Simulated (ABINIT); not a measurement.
# A GW chain in ABINIT: SiC (P6_3mc)

How does a plane-wave GW calculation on SiC (P6_3mc) run from the first input to the gap?

Calculated with ABINIT 10.8.3; PBE and many-body steps on it, plane waves.

**Experimental background.**

- Gap 3.02 eV: band gap at cryogenic temperature; bulk crystal (literature value) (quoted in “Silicon carbide diodes for neutron detection”, 2020, arxiv:2009.14696).

- Gap 3 eV: optical absorption onset, approximate; UV-Vis-NIR transmission; bulk crystal (400 micron semi-insulating 6H-SiC wafer) (“Effects of energetic ion irradiation on WSe2/SiC heterostructures”, 2017, pmc:5482891).

- Gap 3.03 eV: indirect gap, experimental literature value; quoted from earlier experiment; bulk crystal (quoted in “Charge spill-out and work function of few-layer graphene on SiC(0001)”, 2018, arxiv:1806.04908).

This is a report of a sequence of runs, with most program output left out.

### 1. Set-up

Symmetry: P6_3mc, No. 186, hexagonal system. Conventional cell: a = 3.077 Å, b = 3.077 Å, c = 15.098 Å, α = 90.00°, β = 90.00°, γ = 120.00°. Nearest to Si lie 4 C at 1.88 to 1.89 Å. Nearest to Si lie 4 C at 1.89 Å. Nearest to C lie 4 Si at 1.88 to 1.89 Å. Nearest to C lie 4 Si at 1.89 Å. Farther neighbours are not listed.

As a file:

```cif
data_structure
_symmetry_space_group_name_H-M 'P6_3mc'
_symmetry_Int_Tables_number 186
_cell_length_a 3.0766
_cell_length_b 3.0766
_cell_length_c 15.0981
_cell_angle_alpha 90.000
_cell_angle_beta 90.000
_cell_angle_gamma 120.000
_cell_volume 123.77
loop_
_atom_site_label
_atom_site_type_symbol
_atom_site_symmetry_multiplicity
_atom_site_Wyckoff_symbol
_atom_site_fract_x
_atom_site_fract_y
_atom_site_fract_z
_atom_site_occupancy
Si1 Si 2 b 0.33333 0.66667 0.83299 1
Si2 Si 2 b 0.66667 0.33333 0.66650 1
Si3 Si 2 a 0.00000 0.00000 0.49973 1
C1 C 2 a 0.00000 0.00000 0.87437 1
C2 C 2 b 0.33333 0.66667 0.70800 1
C3 C 2 b 0.66667 0.33333 0.54152 1
```

The cell and positions are those that the Materials Project relaxed with its own functionals (PBE, PBE+U or r2SCAN), kept fixed.

### 2. Ground state

This step: ABINIT 10.8.3; DFT, PBE, plane waves, norm-conserving pseudopotentials.

The ground-state density comes first.

run.abi reads:

```
acell 3*1.0 Angstrom
rprim 
  3.076621010229 -0.000000000007 0.000000000000
  -1.538310505109 2.664431952678 0.000000000000
  0.000000000000 0.000000000000 15.098084320000
ntypat 2
znucl 14 6
natom 12
typat 1 1 1 1 1 1 2 2 2 2 2 2
xred 
  0.333333333333 0.666666666667 0.832986150000
  0.666666666667 0.333333333333 0.332986150000
  0.666666666667 0.333333333333 0.666500600000
  0.333333333333 0.666666666667 0.166500600000
  0.000000000000 0.000000000000 0.499729420000
  0.000000000000 0.000000000000 0.999729420000
  0.000000000000 0.000000000000 0.874366410000
  0.000000000000 0.000000000000 0.374366410000
  0.333333333333 0.666666666667 0.707996780000
  0.666666666667 0.333333333333 0.207996780000
  0.666666666667 0.333333333333 0.541521640000
  0.333333333333 0.666666666667 0.041521640000
pp_dirpath "pseudos"
pseudos "Si.upf, C.upf"
ecut 37
ngkpt 6 6 2
nshiftk 1
shiftk 0 0 0
kptopt 1
chksymbreak 0
nband 34
occopt 1
tolvrs 1e-10
nstep 60
prtwf 0
optforces 0
optstress 0
indata_prefix "in"
outdata_prefix "out"
tmpdata_prefix "tmp"
```

Command:

```
$ OMP_NUM_THREADS=1 mpirun -n 8 abinit run.abi > log
```

Elapsed: 26 s, on 8 MPI ranks of Arm Neoverse V2, shared host; peak memory 0.82 GiB.

This step gave:

| Item | Value |
| --- | --- |
| total energy | -1676.7050 eV |
| gap | 2.027 eV |
| k of the valence top | 0, 0, 0 |
| k of the conduction bottom | 0.5, 0, 0 |
| least direct gap | 3.130 eV |

The gap is indirect, with the least direct gap 1.10 eV higher.

### 3. Bands along the symmetry lines

The cheap functional maps the bands first; the places of the edges decide which points the dearer methods must see.

run.abi: that of step 2 with these lines changed.

```diff
@@ -25,14 +25,53 @@
 ecut 37
-ngkpt 6 6 2
-nshiftk 1
-shiftk 0 0 0
-kptopt 1
-chksymbreak 0
-nband 34
-occopt 1
-tolvrs 1e-10
-nstep 60
+iscf -2
+irdden 1
+kptopt 0
+nkpt 39
+kpt 
+  0.00000000 0.00000000 0.00000000
+  0.12500000 0.00000000 0.00000000
+  0.25000000 0.00000000 0.00000000
+  0.37500000 0.00000000 0.00000000
+  0.50000000 0.00000000 0.00000000
+  0.45833333 0.08333333 0.00000000
+  0.41666666 0.16666666 0.00000000
+  0.37500000 0.25000000 0.00000000
+  0.33333333 0.33333333 0.00000000
+  0.25000000 0.25000000 0.00000000
+  0.16666666 0.16666666 0.00000000
+  0.08333333 0.08333333 0.00000000
+  0.00000000 0.00000000 0.00000000
+  0.00000000 0.00000000 0.12500000
+  0.00000000 0.00000000 0.25000000
+  0.00000000 0.00000000 0.37500000
+  0.00000000 0.00000000 0.50000000
+  0.12500000 0.00000000 0.50000000
+  0.25000000 0.00000000 0.50000000
+  0.37500000 0.00000000 0.50000000
+  0.50000000 0.00000000 0.50000000
+  0.45833333 0.08333333 0.50000000
+  0.41666666 0.16666666 0.50000000
+  0.37500000 0.25000000 0.50000000
+  0.33333333 0.33333333 0.50000000
+  0.25000000 0.25000000 0.50000000
+  0.16666666 0.16666666 0.50000000
+  0.08333333 0.08333333 0.50000000
+  0.00000000 0.00000000 0.50000000
+  0.50000000 0.00000000 0.50000000
+  0.50000000 0.00000000 0.37500000
+  0.50000000 0.00000000 0.25000000
+  0.50000000 0.00000000 0.12500000
+  0.50000000 0.00000000 0.00000000
+  0.33333333 0.33333333 0.50000000
+  0.33333333 0.33333333 0.37500000
+  0.33333333 0.33333333 0.25000000
+  0.33333333 0.33333333 0.12500000
+  0.33333333 0.33333333 0.00000000
+istwfk *1
+nband 31
+nbdbuf 2
+tolwfr 1e-08
+nstep 40
 prtwf 0
-optforces 0
-optstress 0
+prtvol 0
 indata_prefix "in"
```

Wall time 30 s (8 MPI ranks); peak memory 0.77 GiB.

This step gave:

```yaml
gap: 2.022 eV
k_of_the_valence_top: 0, 0, 0
k_of_the_conduction_bottom: 0.5, 0, 0.25
least_direct_gap: 3.130 eV
```

The gap is 2.022 eV, −0.004 eV from the run before at this level.

The electronic bands at the labelled points (eV, zero at the top of the highest filled band):

| point | band 21 | band 22 | band 23 | band 24 | band 25 | band 26 | band 27 | band 28 |
| --- | --- | --- | --- | --- | --- | --- | --- | --- |
| Γ | -0.30 | -0.04 | 0.00 | 0.00 | 5.20 | 5.37 | 5.78 | 6.29 |
| halfway | -1.15 | -1.12 | -0.71 | -0.53 | 3.68 | 3.91 | 4.39 | 5.02 |
| M | -1.82 | -1.79 | -1.67 | -1.10 | 2.03 | 2.22 | 3.22 | 3.90 |
| halfway | -2.44 | -2.23 | -2.01 | -1.77 | 2.85 | 3.53 | 4.51 | 4.95 |
| K | -3.16 | -2.22 | -2.08 | -2.08 | 3.49 | 3.49 | 3.78 | 5.08 |
| halfway | -1.79 | -1.74 | -1.30 | -0.72 | 4.82 | 4.88 | 4.98 | 5.07 |
| Γ | -0.30 | -0.04 | 0.00 | 0.00 | 5.20 | 5.37 | 5.78 | 6.29 |
| halfway | -0.20 | -0.20 | -0.03 | -0.03 | 5.22 | 5.34 | 5.86 | 6.20 |
| A | -0.10 | -0.10 | -0.10 | -0.10 | 5.27 | 5.27 | 6.02 | 6.02 |
| halfway | -1.00 | -1.00 | -0.71 | -0.71 | 3.79 | 3.79 | 4.74 | 4.74 |
| L | -1.72 | -1.72 | -1.31 | -1.31 | 2.07 | 2.07 | 3.44 | 3.44 |
| halfway | -2.68 | -2.68 | -1.67 | -1.67 | 3.22 | 3.22 | 4.49 | 4.49 |
| H | -2.64 | -2.64 | -2.27 | -2.27 | 3.67 | 3.67 | 4.35 | 4.35 |
| halfway | -1.96 | -1.96 | -0.85 | -0.85 | 4.75 | 4.75 | 5.14 | 5.14 |
| A | -0.10 | -0.10 | -0.10 | -0.10 | 5.27 | 5.27 | 6.02 | 6.02 |
| jump to L | -1.72 | -1.72 | -1.31 | -1.31 | 2.07 | 2.07 | 3.44 | 3.44 |
| halfway | -2.00 | -1.64 | -1.54 | -1.16 | 2.02 | 2.17 | 3.29 | 3.68 |
| M | -1.82 | -1.79 | -1.67 | -1.10 | 2.03 | 2.22 | 3.22 | 3.90 |
| jump to H | -2.64 | -2.64 | -2.27 | -2.27 | 3.67 | 3.67 | 4.35 | 4.35 |
| halfway | -2.99 | -2.34 | -2.16 | -2.16 | 3.58 | 3.58 | 3.94 | 4.84 |
| K | -3.16 | -2.22 | -2.08 | -2.08 | 3.49 | 3.49 | 3.78 | 5.08 |

### 4. Empty states on the mesh, 3×3×1 mesh, 233 bands

The sums over transitions need many empty states on a uniform mesh; this step solves for them.

run.abi reads:

```
acell 3*1.0 Angstrom
rprim 
  3.076621010229 -0.000000000007 0.000000000000
  -1.538310505109 2.664431952678 0.000000000000
  0.000000000000 0.000000000000 15.098084320000
ntypat 2
znucl 14 6
natom 12
typat 1 1 1 1 1 1 2 2 2 2 2 2
xred 
  0.333333333333 0.666666666667 0.832986150000
  0.666666666667 0.333333333333 0.332986150000
  0.666666666667 0.333333333333 0.666500600000
  0.333333333333 0.666666666667 0.166500600000
  0.000000000000 0.000000000000 0.499729420000
  0.000000000000 0.000000000000 0.999729420000
  0.000000000000 0.000000000000 0.874366410000
  0.000000000000 0.000000000000 0.374366410000
  0.333333333333 0.666666666667 0.707996780000
  0.666666666667 0.333333333333 0.207996780000
  0.666666666667 0.333333333333 0.541521640000
  0.333333333333 0.666666666667 0.041521640000
pp_dirpath "pseudos"
pseudos "Si.upf, C.upf"
ecut 37
ngkpt 3 3 1
nshiftk 1
shiftk 0 0 0
kptopt 1
chksymbreak 0
iscf -2
irdden 1
istwfk *1
nband 233
nbdbuf 20
tolwfr 1e-09
nstep 60
prtvol 0
indata_prefix "in"
outdata_prefix "out"
tmpdata_prefix "tmp"
```

Command:

```
$ OMP_NUM_THREADS=2 mpirun -n 3 abinit run.abi > log
```

Wall time 61 s (3 MPI ranks); peak memory 0.39 GiB.

Numbers from this step:

```yaml
gap: 2.828 eV
k_of_the_valence_top: 0, 0, 0
k_of_the_conduction_bottom: 0.3333, 0, 0
least_direct_gap: 3.654 eV
k_points_computed: 3
lowest_point_of_the_top_converged_band_above_the_valence_top: 64.7607 eV
```

On this mesh the gap is 2.828 eV. The earlier step found 2.027 eV, so this mesh misses an edge.

### 5. Screening, 3×3×1 mesh, 213 bands, screening to 130.6 eV

The RPA dielectric matrix is built and inverted for each q.

This step: RPA screening on PBE, plane waves, norm-conserving pseudopotentials.

run.abi: that of step 4 with these lines changed.

```diff
@@ -30,10 +30,11 @@
 chksymbreak 0
-iscf -2
-irdden 1
 istwfk *1
-nband 233
-nbdbuf 20
-tolwfr 1e-09
-nstep 60
-prtvol 0
+occopt 1
+irdwfk 1
+optdriver 3
+nband 213
+ecuteps 4.8
+inclvkb 2
+awtr 1
+symchi 1
 indata_prefix "in"
```

Command:

```
$ OMP_NUM_THREADS=1 mpirun -n 8 abinit run.abi > log
```

The job ended after 29 s (8 MPI ranks; peak memory 2.4 GiB).

This step gave:

* ε∞ with local fields, on this mesh, along the program's q direction: 9.778
* the same without local fields: 10.68
* plasma frequency: 23.12 eV
* plane waves in the screening matrix: 407

Local fields lower ε∞ by 8 %. On a Γ-centred mesh this coarse the value itself is usually too large, while a short band sum pulls it down.

### 6. Self-energy, 3×3×1 mesh, 213 bands, screening to 130.6 eV

The self-energy is evaluated for the states that the input lists, and the levels follow from it, in one-shot runs by the linearised quasiparticle equation.

This step: G0W0 on PBE, plane waves, norm-conserving pseudopotentials.

run.abi: that of step 5 with these lines changed.

```diff
@@ -33,8 +33,17 @@
 irdwfk 1
-optdriver 3
+optdriver 4
 nband 213
+gwcalctyp 0
+ecutsigx 37
+symsigma 1
+nkptgw 2
+kptgw 
+  0.0000000000 0.0000000000 0.0000000000
+  0.3333333333 0.0000000000 0.0000000000
+bdgw 
+  23 26
+  23 26
 ecuteps 4.8
-inclvkb 2
-awtr 1
-symchi 1
+irdscr 1
+ppmodel 1
 indata_prefix "in"
```

Wall time 11 s (8 MPI ranks); peak memory 1.5 GiB; 84 s of CPU time.

Numbers from this step:

```
G0W0 gap on the points computed              : 3.467 eV
starting gap on the mesh                     : 2.828 eV
k of the valence top                         : 0, 0, 0
k of the conduction bottom                   : 0.3333, 0, 0
Z at the valence top                         : 0.791
Z at the conduction bottom                   : 0.814
least direct G0W0 gap on the computed points : 4.407 eV
```

The gap on the mesh goes from 2.83 eV to 3.47 eV, a correction of +0.64 eV. The start differs from the 2.03 eV found before because the two sample other k points.

Limits: finite bands, cutoff and mesh; coarse k mesh. v1 is the top filled band, c1 the lowest empty one. The levels before and after the correction (eV, zero at the valence-band top of each column):

```
           conduction bottom  valence top
Kohn-Sham               2.83         0.00
     G0W0               3.47         0.00
```

|  | level | energy (eV) |
| --- | --- | --- |
| Kohn-Sham | Γ v2-v1 | 0.000 |
| Kohn-Sham | Γ c1 | 5.203 |
| Kohn-Sham | Γ c2 | 5.373 |
| Kohn-Sham | (0.333 0 0) v2 | -1.084 |
| Kohn-Sham | (0.333 0 0) v1 | -0.826 |
| Kohn-Sham | (0.333 0 0) c1 | 2.828 |
| Kohn-Sham | (0.333 0 0) c2 | 2.916 |
| G0W0 | Γ v2-v1 | 0.000 |
| G0W0 | Γ c1 | 6.065 |
| G0W0 | Γ c2 | 6.225 |
| G0W0 | (0.333 0 0) v2 | -1.173 |
| G0W0 | (0.333 0 0) v1 | -0.940 |
| G0W0 | (0.333 0 0) c1 | 3.467 |
| G0W0 | (0.333 0 0) c2 | 3.569 |

### 7. Where the time went

Times are wall times on the hardware named with each run, good to a factor of about two.

| step | time | share | memory (GiB) |
| --- | --- | --- | --- |
| ground state | 26 s | 17 % | 0.82 |
| bands along the symmetry lines | 30 s | 19 % | 0.77 |
| empty states on the mesh | 61 s | 39 % | 0.39 |
| screening | 29 s | 18 % | 2.4 |
| self-energy | 11 s | 7 % | 1.5 |

### 8. Outcome

* PBE gap: 2.02 eV, indirect
* G0W0 gap on the mesh: 3.47 eV
* G0W0 gap over the zone (rigid shift): 2.66 eV
* GW settings: 3×3×1 mesh, 213 bands, screening to 130.6 eV, Godby-Needs plasmon pole
* known limits: not at the basis limit; coarse k mesh

**Reading.** G0W0 moves the gap on the mesh from 2.83 eV to 3.47 eV (+0.64 eV), with Z of 0.79 and 0.81 at the edges. The mesh misses the band edges by 0.81 eV in all; a rigid shift gives 2.66 eV for the zone. Local fields lower the RPA ε∞ on this mesh from 10.68 to 9.78; a Γ-centred mesh this coarse tends to raise both, most where the direct gap is narrow, while a short band sum lowers them. Only 2 of the mesh's irreducible points were corrected, so a valley elsewhere could overtake. The dearest step here is «empty states on the mesh». Against experiment, by G0W0@PBE: the gap of 2.66 eV lies −0.36 eV from the measured 3.02 eV (kind not stated, quoted 2020); the gap of 2.66 eV lies −0.34 eV from the measured 3 eV (optical, 2017); the gap of 2.66 eV lies −0.37 eV from the measured 3.03 eV (indirect, quoted 2018). An exciton line or allowed optical edge lies below the quasiparticle gap by the binding energy; a forbidden edge can push the onset above it. The calculation has static nuclei and no excitons; a measured gap holds zero-point and thermal motion, which mostly lowers it. Bands and cutoff are finite, so the gap is not at the basis limit. The miss can reach some tenths of an eV and take either sign; the mesh is an error of its own. In the G0W0 run levels were corrected at 2 k points alone, so a gap called «on the mesh» is the least over those, and an edge elsewhere would be missed. A denser mesh or path gives a starting gap of 2.02 eV: the GW mesh misses a band edge, so its gaps are not the fundamental one. The 3×3×1 mesh is coarse for this cell, which bears on the long-range parts of exchange and screening.

[Paths, hosts, dates, memory and timing lines, banners, echoed tables and standing remarks are left out of the program output.]

[Logs are printed without paths, hosts, clocks, repeated set-up lines and the standing remarks that a program may print on its own settings, such as how far it seeks lower states.]

[Runs of the session that timed out or met a known fault of the program may be left out.]

[Hosts, paths, dates, database ids (printed as entryN), source tags and the programs' standing remarks are cut or masked in the printed files.]

[G0W0 gaps are taken among the corrected bands and points alone; a level outside them can change the order at an edge.]

[Where Ansatz stands beside ABINIT at settings called matched, ABINIT's density can come from a denser mesh and the files from another edition; pairs whose starting gaps differed by over 0.03 eV were left out, so agreement reads better than it is.]
